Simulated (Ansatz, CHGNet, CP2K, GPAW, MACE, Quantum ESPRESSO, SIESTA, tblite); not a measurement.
**Σ3 (111)[11-2] symmetric tilt boundary in Na2S (72 atoms) in GPAW**

Wanted: GPAW inputs and outputs for Σ3 (111)[11-2] symmetric tilt boundary in Na2S (72 atoms), checked against a plane-wave reference.

Calculated with GPAW 26.7.0; the method is named at each step.

**1. The starting structure**

The cell holds 72 atoms: 24 S and 48 Na. Cell: a = 8.010 Å, b = 9.249 Å, c = 22.675 Å, α = 90.0°, β = 90.0°, γ = 90.0°. It derives from Na2S (fluorite-type). Antifluorite-type Na2S (a = 6.54 Å); two grains mirrored in (111), tilt axis [11-2]; 1 x 2 boundary periods, 1 lattice periods a grain, two boundaries a cell, upper grain shifted by [0.404, 0] of the boundary cell and opened by 0.01 Å, no atom removed; not relaxed, displaced by a Gaussian of 0.02 Å. Then every atom was moved at random, 0.03 Å r.m.s. a Cartesian component. Regions: lower grain, 36 atoms (12 S and 24 Na); upper grain, 36 atoms (12 S and 24 Na). The structure's axis is c.

The yardstick, on the same geometry:

```
method                                           : Kohn-Sham DFT, PBE, SSSP efficiency 1.3.0 pseudopotentials, plane waves (Quantum ESPRESSO 7.5); sssp-pbe-1.3.0-efficiency, cutoffs 45/360 Ry, Γ point
r.m.s. force component                           : 0.5713 eV/Å
longest force                                    : 2.906 eV/Å
pressure                                         : 1.225 GPa
gap (highest filled to lowest empty level) : 2.208 eV
time                                             : 4 min on 4 MPI ranks of Arm Neoverse V2, shared host
CPU time                                         : 16 min
```

**2. PBE, LCAO dzp, h 0.2 Å**

Method: Kohn-Sham DFT, PBE, PAW, atomic orbitals (dzp).

Contents of run.py:

```python
import numpy as np
from ase.io import read
from gpaw import GPAW, FermiDirac

atoms = read("structure.xyz")
atoms.calc = GPAW(
    mode="lcao",
    basis="dzp",
    h=0.2,
    xc="PBE",
    kpts={"size": (1, 1, 1), "gamma": True},
    occupations=FermiDirac(0.05),
    maxiter=200,
    symmetry={"point_group": False},
    txt="gpaw.txt",
)
energy = atoms.get_potential_energy(force_consistent=True)
forces = atoms.get_forces()
print(f"energy {energy:.6f} eV")
print("forces (eV/A)")
for i, (a, f) in enumerate(zip(atoms, forces)):
    print(f"{i:4d} {a.symbol:2s} {f[0]:10.5f} {f[1]:10.5f} {f[2]:10.5f}")
print(f"Fermi level {atoms.calc.get_fermi_level():.4f} eV")
for k in range(len(atoms.calc.get_ibz_k_points())):
    for s in range(atoms.calc.get_number_of_spins()):
        e = atoms.calc.get_eigenvalues(kpt=k, spin=s)
        n = np.searchsorted(e, atoms.calc.get_fermi_level())
        print(f"k {k} spin {s} levels about the Fermi level:", np.round(e[max(n - 6, 0):n], 4).tolist(), "|", np.round(e[n:n + 6], 4).tolist())
```

Contents of structure.xyz:

```xyz
72
Lattice="8.00983 0.00000 0.00000 0.00000 9.24896 0.00000 0.00000 0.00000 22.67522" Properties=species:S:1:pos:R:3 pbc="T T T"
S 3.95069 2.30438 0.03424
Na 4.01645 2.31400 2.80107
Na 4.01853 2.29652 8.46285
S 6.65008 2.33388 3.78858
Na 6.67003 2.29800 6.62774
Na 6.74644 2.25212 0.92311
S 0.04069 0.01887 22.65300
Na 7.93886 9.24554 2.78361
Na 7.99589 0.01822 8.52611
S 2.71910 9.18301 3.74980
Na 2.66535 0.03505 6.61754
Na 2.58838 9.22436 0.88728
S 5.30731 9.23842 7.51888
Na 5.37051 9.20808 10.42539
Na 5.29690 0.02127 4.76406
S 4.12867 6.90250 22.64461
Na 3.98745 6.96521 2.85050
Na 4.02198 7.00461 8.45695
S 6.61716 6.98028 3.79765
Na 6.60843 6.96400 6.56720
Na 6.71552 6.87688 0.90769
S 0.00569 4.57972 0.00658
Na 0.00833 4.52801 2.85436
Na 0.07697 4.63549 8.52157
S 2.68578 4.62411 3.74413
Na 2.64909 4.60293 6.59191
Na 2.64340 4.63604 0.93172
S 5.34111 4.64742 7.48169
Na 5.34216 4.57204 10.35600
Na 5.34095 4.67470 4.77994
S 1.30200 2.27719 7.54223
Na 1.37425 2.32195 10.37505
Na 1.35687 2.31104 4.73232
S 1.31938 6.94070 7.52681
Na 1.42919 6.96493 10.37301
Na 1.31674 6.93746 4.68697
S 7.27805 2.28311 11.35598
Na 7.28766 2.34933 19.89615
Na 7.25010 2.26045 14.18131
S 2.01215 2.31261 18.87304
Na 1.88607 2.31585 16.07741
Na 1.91972 2.32713 21.76640
S 3.25880 9.16637 11.32967
Na 3.26881 0.00120 19.81179
Na 3.21362 9.23657 14.23482
S 5.90477 0.01378 18.80411
Na 5.91694 0.03820 16.07673
Na 5.91974 0.03126 21.75642
S 0.63414 9.21002 15.11213
Na 0.56782 0.02423 12.24190
Na 0.58672 0.00185 17.96082
S 7.22927 6.96262 11.38591
Na 7.25258 6.93385 19.90091
Na 7.24769 6.88298 14.19378
S 1.85612 6.94948 18.86941
Na 1.90217 6.95753 16.06743
[... 12 atom lines left out ...]
Na 4.59115 2.28338 17.94948
S 4.52395 6.93459 15.16111
Na 4.59884 6.89122 12.22875
Na 4.56905 6.89427 17.93723
```

Started as:

```
$ OMP_NUM_THREADS=1 python run.py > output.txt
```

The log of the run:

```text
energy -227.460963 eV
forces (eV/A)
   0 S     2.84622   -0.08439    0.81642
   1 Na   -0.00001   -0.02818    0.06296
   2 Na   -0.10541    0.03925   -0.02858
   3 S     0.09900   -0.13311    0.01862
   4 Na    0.00479    0.05052   -0.06295
   5 Na   -0.06184    0.19715    0.26314
   6 S     1.89700   -0.19198    0.45889
   7 Na    0.11008   -0.00289    0.20885
   8 Na   -0.09487   -0.10604   -0.07646
   9 S    -0.41960    0.28717    0.05164
  10 Na   -0.08215   -0.15853   -0.07158
  11 Na    0.44954   -0.00526    0.35486
  12 S     0.18829    0.17133    0.24542
  13 Na    2.29026    0.04744   -0.85978
  14 Na    0.08011    0.01945   -0.18485
  15 S     1.04285    0.03160    0.28106
  16 Na    0.13968   -0.12731   -0.12555
  17 Na   -0.15233   -0.15354   -0.01922
  18 S     0.25493   -0.12689   -0.15416
  19 Na    0.21284   -0.02101    0.09849
  20 Na    0.13512    0.06547    0.33082
  21 S     1.51859    0.07037    0.29038
  22 Na   -0.04813    0.21569   -0.00381
  23 Na   -0.23106    0.04996   -0.12023
[...]
64 Na   -0.06569    0.07045    0.06867
  65 Na   -0.23503   -0.00695   -0.06692
  66 S    -0.20612   -0.05956    0.05059
  67 Na   -0.28578   -0.10415    0.30519
  68 Na    0.11493    0.10894   -0.10375
  69 S     0.24839    0.01225   -0.12419
  70 Na   -0.19570    0.02497    0.35864
  71 Na   -0.00009    0.08483    0.10854
Fermi level 1.6097 eV
k 0 spin 0 levels about the Fermi level: [0.3747, 0.3925, 0.4029, 0.4511, 0.4639, 0.4854] | [2.6802, 3.3048, 3.6325, 4.3662, 4.4792, 4.5004]
```

gpaw.txt:

```text
Input parameters:
  mode=LCAO(),
  basis={'default': 'dzp'},
  h=0.2,
  kpts=MonkhorstPack(size=(1, 1, 1), gamma=True),
  maxiter=200,
  occupations=Occupations(name='fermi-dirac', width=0.05, fixmagmom=False),
  symmetry=Symmetry(point_group=False),
  xc=XC(name='PBE')
Unit cell  # Å
| periodic |        x |        y |         z |   lengths |    angles |
|----------|----------|----------|-----------|-----------|-----------|
|      yes | 8.009830 | 0.000000 |  0.000000 |  8.009830 | 90.000000 |
|      yes | 0.000000 | 9.248960 |  0.000000 |  9.248960 | 90.000000 |
|      yes | 0.000000 | 0.000000 | 22.675220 | 22.675220 | 90.000000 |
Number of symmetries: 1
Symmetry operations  # r_c * U_cc + t_c -> r_c
|   | kind |            matrix            |
|---|------|------------------------------|
| 0 |  E   |  1, 0, 0,  0, 1, 0,  0, 0, 1 |
BZ-sampling:
  Number of BZ points: 1
  Number of IBZ points: 1
  Monkhorst-Pack size: [1, 1, 1]
  Monkhorst-Pack shift: [0, 0, 0]
[... lines left out ...]
      Number of RI-basis functions 0
Reference energy: -472676.181429  # eV
eigensolver:
density mixing:
  MSR1-Mixer
occupation numbers:
  Fermi-Dirac:
    width: 0.0500  # eV
FastPoissonSolver using
    Stencil: 6*3+1=19 point O(h^6) finite-difference Laplacian
xc functional:
  name: PBE with 2 nearest neighbor stencil
interpolation: tri-quintic # 5. degree polynomial
Initialization done in: 12.850 s
convergence criteria:
- Maximum [total energy] change in last 3 cyles: 0.0005 eV / valence electron
- Maximum integral of absolute [dens]ity change: 0.0001 electrons / valence electron
- Maximum integral of absolute [eigenst]ate change: 4e-08 eV^2 / valence electron
maximum number of iterations: 200
SCF iterations
|iter     |      energy | eigst |  dens |
|---------|-------------|-------|-------|
|iter:   1| -232.595647 |      c|       |
|iter:   2| -231.295559 |      c| -1.22 |
|iter:   3| -227.296680 |      c| -1.25 |
|iter:   4| -227.440188 |      c| -1.79 |
|iter:   5| -227.460606c|      c| -2.24 |
|iter:   6| -227.460999c|      c| -3.42 |
|iter:   7| -227.460956c|      c| -3.72 |
|iter:   8| -227.460963c|      c| -4.02c|
Converged in 8 steps
SCF loop duration: 419.737 s (52.467 s/step)
Energy contributions relative to reference atoms: (reference = -472676.181429)
Energy contributions:
  Kinetic:         404.027188
  Coulomb:        -364.637835
  Zero:              1.589616
  External:          0.000000
  Xc:             -268.439932
  Entropy:          -0.000000
  Spinorbit:         0.000000
  ----------------------------
  Free energy:    -227.460963
  Extrapolated:   -227.460963
dipole moment: (-59.875709, 18.783611, -0.346909)  # |e|*Ang
Fermi level: 1.610
Eigenvalues  # (at kpt = [0.000, 0.000, 0.000])
| band index |      eig [eV] | occ [0-2] |
|------------|---------------|-----------|
|          0 |       -22.598 |     2.000 |
|        ... |               |           |
|        232 |         0.337 |     2.000 |
|        233 |         0.338 |     2.000 |
[...]
|        247 |         4.787 |     0.000 |
|        ... |               |           |
|        291 |         7.580 |     0.000 |
Gap: 2.195 eV
Transition (v -> c):
  (s=0, k=0, n=239, [0.00, 0.00, 0.00]) -> (s=0, k=0, n=240, [0.00, 0.00, 0.00])
No difference between direct/indirect transitions
Force computation time: 134.512  # s
timing:  # [seconds]
  Total:  567.134  # ━━━━━━━━━━━━━━━━━━━━━━━━━━━━━━━━━━━━━━━━━━━━━━━━━━━━━━━━
  Init:    12.850  # ━╸
  SCF:    419.737  # ━━━━━━━━━━━━━━━━━━━━━━━━━━━━━━━━━━━━━━━━━╸
  Forces: 134.514  # ━━━━━━━━━━━━━╸
```

The job ended after 9.5 min (1 thread of Arm Neoverse V2, shared host; peak memory 2.6 GiB).

Banners, paths, timers and routine set-up lines are dropped from the logs unmarked, and long logs keep their key lines alone; longer cuts are marked.

Numbers from this run, and their distance from the reference:

| Item | Value |
| --- | --- |
| r.m.s. force component | 0.599 eV/Å |
| r.m.s. difference of force components | 31.66 meV/Å |
| longest difference of force vectors | 132.4 meV/Å |
| force difference over r.m.s. force | 5.541 % |
| slope of forces against the reference's | 1.048 |
| correlation of force components | 0.9997 |
| gap (highest filled to lowest empty level) | 2.195 eV |
| gap difference | -0.0132 eV |

Length of the force difference by element (eV/Å):

| element | atoms | mean | most |
| --- | --- | --- | --- |
| Na | 48 | 0.030 | 0.13 |
| S | 24 | 0.058 | 0.11 |

Levels nearest the highest filled one (eV from it): -0.11, -0.09, -0.08, -0.03, -0.02, 0.00, 2.19, 2.82, 3.15, 3.88, 3.99, 4.01.

Local excerpt of 10 atoms (numbers count through the whole input) about Na44, which has 3 bonded neighbours where the commonest count for Na is 4; x, y, z are measured from there.

| atom | x | y | z | distance (Å) | bonds | Fx | Fy | Fz (eV/Å) |
| --- | --- | --- | --- | --- | --- | --- | --- | --- |
| Na44 | 0.00 | 0.00 | 0.00 | 0.00 | 3 | 0.09 | -0.05 | -0.05 |
| S40 | -1.26 | 2.31 | -0.94 | 2.79 | 8 | -0.47 | -0.09 | 0.21 |
| S46 | 2.64 | 0.01 | -1.01 | 2.82 | 8 | 0.07 | -0.08 | 0.52 |
| S55 | -1.41 | -2.30 | -0.94 | 2.86 | 8 | 0.11 | -0.05 | 0.21 |
| Na69 | 1.32 | 2.28 | -1.86 | 3.23 | 4 | 0.11 | 0.11 | -0.10 |
| Na51 | -2.68 | 0.00 | -1.85 | 3.26 | 4 | -0.06 | 0.04 | -0.03 |
| Na72 | 1.30 | -2.36 | -1.87 | 3.28 | 4 | 0.00 | 0.08 | 0.11 |
| Na48 | 2.65 | 0.03 | 1.94 | 3.29 | 4 | -2.28 | -0.09 | -0.89 |
| Na57 | -1.37 | -2.33 | 1.92 | 3.32 | 4 | -1.43 | -0.01 | -0.57 |
| Na42 | -1.35 | 2.33 | 1.95 | 3.32 | 4 | -2.78 | 0.01 | -1.23 |

Atoms are counted from 1 here, from 0 in the log.

Forces lie 5.5 % from the reference's, at 0.59 times its CPU time (on 1 against 4 cores).

**3. PBE, LCAO sz(dzp), h 0.2 Å**

Method: Kohn-Sham DFT, PBE, PAW, atomic orbitals (sz(dzp)).

Changes to run.py since step 2:

```diff
@@ -7,3 +7,3 @@
     mode="lcao",
-    basis="dzp",
+    basis="sz(dzp)",
     h=0.2,
```

structure.xyz is that of step 2.

The log of the run:

```text
energy -216.224047 eV
forces (eV/A)
   0 S     3.06742   -0.09296    0.91440
   1 Na    0.03464   -0.02820    0.03725
   2 Na   -0.12236    0.04123    0.01333
   3 S     0.09949   -0.14241    0.03352
   4 Na    0.02829    0.05963   -0.08623
   5 Na   -0.09679    0.21115    0.25027
   6 S     2.06121   -0.21166    0.52247
   7 Na    0.12170   -0.00161    0.21142
   8 Na   -0.11584   -0.12178   -0.03612
   9 S    -0.43734    0.31193    0.05649
  10 Na   -0.08452   -0.16695   -0.09205
  11 Na    0.43095   -0.01204    0.35004
  12 S     0.19545    0.17995    0.25430
  13 Na    2.46383    0.06868   -0.93285
  14 Na    0.08111    0.03509   -0.19145
  15 S     1.15018    0.04272    0.33090
  16 Na    0.18110   -0.13166   -0.15500
  17 Na   -0.16982   -0.16738    0.01922
  18 S     0.26731   -0.14132   -0.15831
  19 Na    0.24710   -0.01783    0.09074
  20 Na    0.12711    0.06314    0.33241
  21 S     1.65286    0.07714    0.33816
  22 Na   -0.03749    0.22413   -0.01124
  23 Na   -0.25170    0.05117   -0.07317
[...]
64 Na   -0.04409    0.07359    0.05013
  65 Na   -0.25933   -0.00216   -0.09639
  66 S    -0.21750   -0.05470    0.06302
  67 Na   -0.26457   -0.12200    0.30069
  68 Na    0.10989    0.11172   -0.13916
  69 S     0.26195    0.01728   -0.12923
  70 Na   -0.17693    0.02582    0.36852
  71 Na   -0.01146    0.09365    0.11331
Fermi level 1.8535 eV
k 0 spin 0 levels about the Fermi level: [0.6608, 0.6698, 0.6883, 0.7485, 0.778, 0.7961] | [2.8672, 3.5354, 3.7981, 4.7874, 4.8272, 4.8864]
```

gpaw.txt:

```text
Input parameters:
  mode=LCAO(),
  basis={'default': 'sz(dzp)'},
  h=0.2,
  kpts=MonkhorstPack(size=(1, 1, 1), gamma=True),
  maxiter=200,
  occupations=Occupations(name='fermi-dirac', width=0.05, fixmagmom=False),
  symmetry=Symmetry(point_group=False),
  xc=XC(name='PBE')
Unit cell  # Å
| periodic |        x |        y |         z |   lengths |    angles |
[... lines left out ...]
  Fermi-Dirac:
[... lines left out ...]
convergence criteria:
- Maximum [total energy] change in last 3 cyles: 0.0005 eV / valence electron
[... lines left out ...]
Converged in 7 steps
[... lines left out ...]
  Free energy:    -216.224047
  Extrapolated:   -216.224047
dipole moment: (-59.690110, 18.617530, -0.642608)  # |e|*Ang
Fermi level: 1.853
Eigenvalues  # (at kpt = [0.000, 0.000, 0.000])
| band index |      eig [eV] | occ [0-2] |
|------------|---------------|-----------|
|          0 |       -22.677 |     2.000 |
|        ... |               |           |
|        232 |         0.560 |     2.000 |
|        233 |         0.562 |     2.000 |
[...]
|        247 |         5.183 |     0.000 |
|        ... |               |           |
|        291 |         8.277 |     0.000 |
Gap: 2.071 eV
Transition (v -> c):
  (s=0, k=0, n=239, [0.00, 0.00, 0.00]) -> (s=0, k=0, n=240, [0.00, 0.00, 0.00])
No difference between direct/indirect transitions
Force computation time: 48.854  # s
timing:  # [seconds]
  Total:  196.923  # ━━━━━━━━━━━━━━━━━━━━━━━━━━━━━━━━━━━━━━━━━━━━━━━━━━━━━━━━
  Init:     8.964  # ━━╸
  SCF:    139.033  # ━━━━━━━━━━━━━━━━━━━━━━━━━━━━━━━━━━━━━━━╸
  Forces:  48.854  # ━━━━━━━━━━━━━━
```

It took 3.3 min on 1 thread; peak memory 2.1 GiB.

Compared with the plane-wave run:

```yaml
r_m_s_force_component: 0.6467 eV/Å
r_m_s_difference_of_force_components: 77.89 meV/Å
longest_difference_of_force_vectors: 361.3 meV/Å
force_difference_over_r_m_s_force: 13.63 %
slope_of_forces_against_the_reference_s: 1.131
correlation_of_force_components: 0.9995
spacing_of_highest_filled_and_lowest_empty_level: 2.071 eV
gap_difference: -0.1369 eV
```

This is a coarse setting, run to see what it loses.

Against the first run (5.5 %), the force difference from the reference is 14 %, at 0.35 times the CPU time, with 432 basis functions against 1128: the smaller basis costs accuracy.

[end of part 1 of 2]

[Also dropped from logs without a mark: logging warnings of Python, and SIESTA's first energy breakdown and zero terms.]

[Logs are printed without paths, hosts, clocks, repeated set-up lines and the standing remarks that a program may print on its own settings, such as how far it seeks lower states.]

[Hosts, paths, dates, database ids (printed as entryN), source tags and the programs' standing remarks are cut or masked in the printed files.]
